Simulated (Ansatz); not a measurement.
## Se on Ru(0001): change of the work function

Wanted: Δφ(θ) for Se/Ru(0001), starting from the fcc site.

Calculated with Ansatz 0.2.0; plane-wave DFT, PBE, Ansatz PAW.

This is a report of a sequence of runs, with most program output left out.

## (1) Set-up

The cell holds 4 atoms: 4 Ru. Cell: a = 2.700 Å, b = 2.700 Å, c = 24.415 Å, α = 90.0°, β = 90.0°, γ = 60.0°. Vacuum lies along c.

## (2) The clean slab

The bare slab comes first, as the zero from which every change is counted. The two lowest layers are held at bulk places and the upper ones relax. The dipole correction removes the false field that a one-sided slab makes across the periodic vacuum, so each face gets a flat vacuum level of its own.

The input, input.yaml:

```yaml
crystal:
  lattice:
    - [2.7, 0.0, 0.0]
    - [1.35, 2.3382685902, 0.0]
    - [0.0, 0.0, 24.4152]
  atoms:
    - { symbol: Ru, position: [0.6666666667, 0.6666666667, 0.3686228251] }
    - { symbol: Ru, position: [0.0, 0.0, 0.4562076084] }
    - { symbol: Ru, position: [0.6666666667, 0.6666666667, 0.5437923916] }
    - { symbol: Ru, position: [0.0, 0.0, 0.6313771749] }
kpoints:
  mp_grid: { grid: [12, 12, 1] }
hamiltonian:
  xc: pbe
scf:
  occupations: { method: fermi_dirac, width: 0.1 }
  convergence: { dr2_threshold: 1.0e-08 }
efield:
  axis: 3
  dipole_correction: true
  ramp_position: 0.97
  ramp_width: 0.06
relax:
  f_tol: 0.02
  max_steps: 60
  constraints: [{ sites: [0, 1] }]
output:
  write_potential: true
  write_density: true
  volumetric_format: npy
```

Run with:

```
ansatz run input.yaml --threads 4 --pin off --max-ram 6144MiB --backend cpu --events-out ev --progress --plain --runs-dir out
```

Run time: 7.6 s. Hardware: 4 threads of Arm Neoverse V2, shared host; peak memory 0.45 GiB; 29 s of CPU time.

Step by step:

```
step  energy less that of the first step (eV)  largest force component (eV/Å)
   1                                   0.0000                          0.5365
   2                                  -0.0100                          0.2640
   3                                  -0.0132                          0.0173
```

Forces are held to the 6 operations that the run works with; a distortion that breaks them can't arise in this run.

The atoms that moved most (Å):

```
atom     dx     dy      dz  length
 Ru4  0.000  0.000  -0.034   0.034
 Ru3  0.000  0.000   0.019   0.019
```

Numbers from this step:

```
energy at zero smearing        : -23512.6524 eV
work function, upper face      : 5.046 eV
work function, lower face      : 5.075 eV
dipole along the normal        : 0.001037 e·Å
step between the vacuum levels : -0.02973 eV
```

Running mean over 2.138 Å of the planar mean; the ramp of the sawtooth is left out. The electron's electrostatic potential energy less the Fermi level by z:

z (Å), electron's electrostatic potential energy less the Fermi level (eV) and a bar from the least value:
```
      3.0        5.1 ##############################
      3.5        5.1 ##############################
      4.0        5.1 ##############################
      4.5        5.1 ##############################
      5.0        5.1 ##############################
      5.5        5.0 ##############################
      6.0        5.0 ##############################
      6.5        4.8 ##############################
      7.0        3.9 ############################
      7.5        0.7 ########################
      8.0       -6.3 #############
      8.5      -12.3 #####
      9.0      -14.2 ##
      9.5      -14.5 #
     10.0      -14.6 #
     10.5      -14.7 #
     11.0      -14.8 #
     11.5      -14.8 #
     12.0      -14.6 #
     12.5      -14.7 #
     13.0      -14.9 #
     13.5      -15.0 #
     14.0      -15.4 
     14.5      -15.4 
     15.0      -14.8 #
     15.5      -14.1 ##
     16.0      -11.4 ######
     16.5       -4.5 ################
     17.0        1.8 #########################
     17.5        4.2 #############################
     18.0        4.8 ##############################
     18.5        5.0 ##############################
     19.0        5.0 ##############################
     19.5        5.0 ##############################
     20.0        5.0 ##############################
     20.5        5.0 ##############################
     21.0        5.0 ##############################
```

The relaxation took 3 steps and lowered the energy by 0.013 eV; the largest force on the free atoms ends at 0.017 eV/Å.

The work function of the upper face is 5.05 eV.

## (3) The covered slab, k-mesh 6×6×1, coverage 0.25 ML

System of this step: Se/Ru(0001). The cell holds 17 atoms: 16 Ru and 1 Se. Cell: a = 5.400 Å, b = 5.400 Å, c = 26.634 Å, α = 90.0°, β = 90.0°, γ = 60.0°. Vacuum lies along c.

The clean slab as it ended is repeated in the plane and the adsorbate is set on one face; the cell's size fixes the coverage, and the k-mesh shrinks with it to keep the sampling density about even. Adsorbate and upper layers relax, since the dipole depends on the height.

The input, input.yaml:

```yaml
crystal:
  lattice:
    - [5.4, 0.0, 0.0]
    - [2.7, 4.6765371804, 0.0]
    - [0.0, 0.0, 26.634417116]
  atoms:
    - { symbol: Ru, position: [0.3333333333, 0.3333333333, 0.3379086526] }
    - { symbol: Ru, position: [0.0, 0.0, 0.4181957485] }
    - { symbol: Ru, position: [0.3333333333, 0.3333333333, 0.4992108028] }
    - { symbol: Ru, position: [0.0, 0.0, 0.5774974233] }
    - { symbol: Ru, position: [0.3333333333, 0.8333333333, 0.3379086526] }
    - { symbol: Ru, position: [0.0, 0.5, 0.4181957485] }
    - { symbol: Ru, position: [0.3333333333, 0.8333333333, 0.4992108028] }
    - { symbol: Ru, position: [0.0, 0.5, 0.5774974233] }
    - { symbol: Ru, position: [0.8333333333, 0.3333333333, 0.3379086526] }
    - { symbol: Ru, position: [0.5, 0.0, 0.4181957485] }
    - { symbol: Ru, position: [0.8333333333, 0.3333333333, 0.4992108028] }
    - { symbol: Ru, position: [0.5, 0.0, 0.5774974233] }
    - { symbol: Ru, position: [0.8333333333, 0.8333333333, 0.3379086526] }
    - { symbol: Ru, position: [0.5, 0.5, 0.4181957485] }
    - { symbol: Ru, position: [0.8333333333, 0.8333333333, 0.4992108028] }
    - { symbol: Ru, position: [0.5, 0.5, 0.5774974233] }
    - { symbol: Se, position: [0.1666666667, 0.1666666667, 0.6620913474] }
kpoints:
  mp_grid: { grid: [6, 6, 1] }
hamiltonian:
  xc: pbe
scf:
  occupations: { method: fermi_dirac, width: 0.1 }
  convergence: { dr2_threshold: 1.0e-08 }
efield:
  axis: 3
  dipole_correction: true
  ramp_position: 0.97
  ramp_width: 0.06
relax:
  f_tol: 0.02
  max_steps: 60
  constraints: [{ sites: [0, 1, 4, 5, 8, 9, 12, 13] }]
output:
  dos: { projected: true, e_range: [-8, 4] }
  write_potential: true
  write_density: true
  volumetric_format: npy
  elf: true
```

Run time: 1.9 min. Hardware: 4 threads; peak memory 2.7 GiB; 7.5 min of CPU time.

Step by step:

```
step  energy less that of the first step (eV)  largest force component (eV/Å)
   1                                   0.0000                          2.7859
   2                                  -0.4835                          1.0762
   3                                  -0.5180                          0.5238
   4                                  -0.5463                          0.0592
   5                                  -0.5466                          0.0246
   6                                  -0.5467                          0.0031
```

The run keeps the 6 symmetry operations that it works with, so distortions that break them were not tested.

The atoms that moved most (Å):

```
atom      dx      dy      dz  length
Se17   0.000   0.000  -0.308   0.308
Ru15   0.000   0.000  -0.047   0.047
Ru12  -0.008   0.004   0.015   0.018
 Ru4   0.008   0.004   0.015   0.018
 Ru8   0.000  -0.009   0.015   0.018
```

Final coordinates:

```
Ru Se
1.0
     5.40000    0.00000    0.00000
     2.70000    4.67654    0.00000
     0.00000    0.00000   26.63442
Ru Se
16 1
Direct
  0.33333 0.33333 0.33791
  0.00000 0.00000 0.41820
  0.33351 0.33351 0.49937
  0.00094 0.00094 0.57808
  0.33333 0.83333 0.33791
  0.00000 0.50000 0.41820
  0.33351 0.83298 0.49937
  0.00094 0.49811 0.57808
  0.83333 0.33333 0.33791
  0.50000 0.00000 0.41820
  0.83298 0.33351 0.49937
  0.49811 0.00094 0.57808
  0.83333 0.83333 0.33791
  0.50000 0.50000 0.41820
  0.83333 0.83333 0.49746
  0.50000 0.50000 0.57756
  0.16667 0.16667 0.65053
```

This step gave:

| Property | Result |
| --- | --- |
| energy at zero smearing | -99522.1804 eV |
| work function, upper face | 4.914 eV |
| work function, lower face | 5.055 eV |
| dipole along the normal | 0.01964 e·Å |
| step between the vacuum levels | -0.1407 eV |

Running mean over 2.138 Å of the planar mean; the ramp of the sawtooth is left out. Electron's electrostatic potential energy less the Fermi level against z:

```
z (Å)  electron's electrostatic potential energy less the Fermi level (eV)
  3.5                                                                 5.05
  4.0                                                                 5.05
  4.5                                                                 5.05
  5.0                                                                 5.05
  5.5                                                                 5.03
  6.0                                                                 4.97
  6.5                                                                 4.74
  7.0                                                                 3.92
  7.5                                                                0.721
  8.0                                                                -6.28
  8.5                                                                -12.3
  9.0                                                                -14.3
  9.5                                                                -14.5
 10.0                                                                -14.7
 10.5                                                                -14.8
 11.0                                                                -14.8
 11.5                                                                -14.8
 12.0                                                                -14.7
 12.5                                                                -14.7
 13.0                                                                -14.8
 13.5                                                                -14.9
 14.0                                                                -15.2
 14.5                                                                -15.2
 15.0                                                                -14.9
 15.5                                                                -14.5
 16.0                                                                -12.4
 16.5                                                                -6.34
 17.0                                                               -0.557
 17.5                                                                 1.70
 18.0                                                                 2.75
 18.5                                                                 3.64
 19.0                                                                 4.41
 19.5                                                                 4.80
 20.0                                                                 4.89
 20.5                                                                 4.91
 21.0                                                                 4.91
 21.5                                                                 4.91
 22.0                                                                 4.91
 22.5                                                                 4.91
 23.0                                                                 4.91
 23.5                                                                 4.91
```

The density of states has structure finer than the step of the table below, so its rows give means over 0.5 eV, whole bins alone (the curve runs from -8 to 1.98 eV). Peaks (eV: height): -4.42: 44.7, -3.31: 60.3, -2.62: 46.5, -2.11: 47.5, -1.74: 50.8, -1.68: 43.1, 1.65: 39.9.

Density of states against energy, zero at the Fermi level; means over each step:

```
energy (eV)  density of states (states/eV a cell)
       -7.5                                 0.358
       -7.0                                 0.916
       -6.5                                  1.20
       -6.0                                  10.0
       -5.5                                  20.7
       -5.0                                  18.8
       -4.5                                  25.6
       -4.0                                  20.3
       -3.5                                  19.7
       -3.0                                  20.8
       -2.5                                  25.4
       -2.0                                  32.5
       -1.5                                  24.9
       -1.0                                  17.0
       -0.5                                  18.6
        0.0                                  18.8
        0.5                                  17.3
        1.0                                  26.9
        1.5                                  24.8
```

Projected DOS per atom over height of the atomic layer and energy from the Fermi level. Layers: Ru4 Ru4 Ru4 Ru4 Se from below.

Ten even steps from '0' (0.00 states/eV) to '9' (2.43 states/eV), each cell a mean:
```
33342
57752
76661
54331
63351
63351
53343
74462
95572
66662
66763
34446
44433
45443
56565
35542
27842
04410
00000
00000
00000
00000
```
Columns: height of the atomic layer (Å) from 9 to 17.3 (not evenly spaced); rows upwards: energy from the Fermi level (eV) from -7.96 to 1.95.

Valence density in the ca plane at fractional y = 0.000, with atoms of Ru within 0.2 Å of it. It is the smooth field of the valence electrons, not physical close to the nuclei.

Ten steps, logarithmic in the rise over the least value, from '0' (0.00 × 1e0 e/Å³) to '9' (9.69 × 1e0 e/Å³), each cell a mean:
```
23333589985333333589974210000000000000000000
34433367764334433467752100000000000000000000
45543334433345543334432100000000000000000000
46653333333356643333321100000000000000000000
35543346643345443356542100000000000000000000
33333478874333333579863110000000000000000000
23333589985333333699984211000000000000000000
23333589985333333689974322110000000000000000
34433467764334433467753333321000000000000000
45543334433345543334433444421000000000000000
46653333333346643333333445421000000000000000
35543345543345543356543344321000000000000000
33333478874333333579864333210000000000000000
23333589985333333699984221100000000000000000
```
Columns run along c (16.0 Å, from fractional 0.31 to 0.91 of the cell), rows up along a (5.4 Å). Atoms in or near the plane, at fractional coordinates: Ru at (0.42, 0.00), Ru at (0.58, 0.00), Ru at (0.42, 0.50), Ru at (0.58, 0.50).

ELF in the ca plane at fractional y = 0.000, with atoms of Ru within 0.2 Å of it. It is the smooth field of the valence electrons, not physical close to the nuclei.

Ten even steps from '0' (0.00) to '9' (0.82), each cell a mean:
```
43333376673333332476773233321000000000000000
33323346643333333356642111000000000000000000
34433333333234433333332210000000000000000000
35532333333235532333333210000000000000000000
33333334433333333334432210000000000000000000
33333367763332333367762222110000000000000000
44333475574333332474673345432100000000000000
43333376673333333476763578875310000000000000
33323346643333333356643799997521000000000000
34433333333234432333325899998631000000000000
35532333333235532333335899999631000000000000
33333334433333323334424799998531000000000000
33233367763332233477753689986420000000000000
44333474574333333574573366654210000000000000
```
Columns run along c (16.0 Å, from fractional 0.31 to 0.91 of the cell), rows up along a (5.4 Å). Atoms in or near the plane, at fractional coordinates: Ru at (0.42, 0.00), Ru at (0.58, 0.00), Ru at (0.42, 0.50), Ru at (0.58, 0.50).

Electrostatic potential energy in the ca plane at fractional y = 0.000, with atoms of Ru within 0.2 Å of it. With pseudopotentials it is smooth inside the atoms' cores, unlike the true potential.

Values in eV, 8 rows by 16 columns, each cell a mean:
```
  2   2 -49 -37   2   2 -28 -54   4   9  10  10  10  10  10  10
-15  -3  -2   0  -8 -10   2  -2   8  10  10  10  10  10  10  10
 -9  -1 -11  -6  -5  -6  -3 -12   7  10  10  10  10  10  10  10
  5   2 -61 -47   4   4 -38 -68   2   9  10  10  10  10  10  10
  3   2 -50 -37   3   2 -29 -56   1   5   9  10  10  10  10  10
-15  -3  -1   1  -7 -11   1  -3  -4  -8   8  10  10  10  10  10
 -9  -1 -11  -6  -4  -7  -4 -14  -2  -5   8  10  10  10  10  10
  5   2 -61 -47   4   4 -38 -68   1   7   9  10  10  10  10  10
```
Columns run along c (16.0 Å, from fractional 0.31 to 0.91 of the cell; values clipped at the 3rd and 97th percentile), rows up along a (5.4 Å). Atoms in or near the plane, at fractional coordinates: Ru at (0.42, 0.00), Ru at (0.58, 0.00), Ru at (0.42, 0.50), Ru at (0.58, 0.50).

The relaxation took 6 steps and lowered the energy by 0.55 eV; the largest force on the free atoms ends at 0.0031 eV/Å.

By hand: a sheet of dipoles makes a step −p/(ε₀A) in the electron's potential. With e/ε₀ = 180.95 V·Å, p = 0.01964 e·Å and A = 25.25 Å², that is −180.95 × (0.01964) / 25.25 = -0.141 eV, and the two vacuum levels of the run differ by -0.141 eV.

The covered face has 4.91 eV, -0.13 eV against the clean one; the bare back face has moved by -0.02 eV, a measure of how thin the slab is.

[end of part 1 of 2]

[Logs are printed without paths, hosts, clocks, repeated set-up lines and the standing remarks that a program may print on its own settings, such as how far it seeks lower states.]

[Hosts, paths, dates, database ids (printed as entryN), source tags and the programs' standing remarks are cut or masked in the printed files.]

[Maps of the electrostatic potential energy from Ansatz leave out the sawtooth potential of an applied field or a dipole correction, so their vacuum need not be flat; planar profiles and work functions include it.]
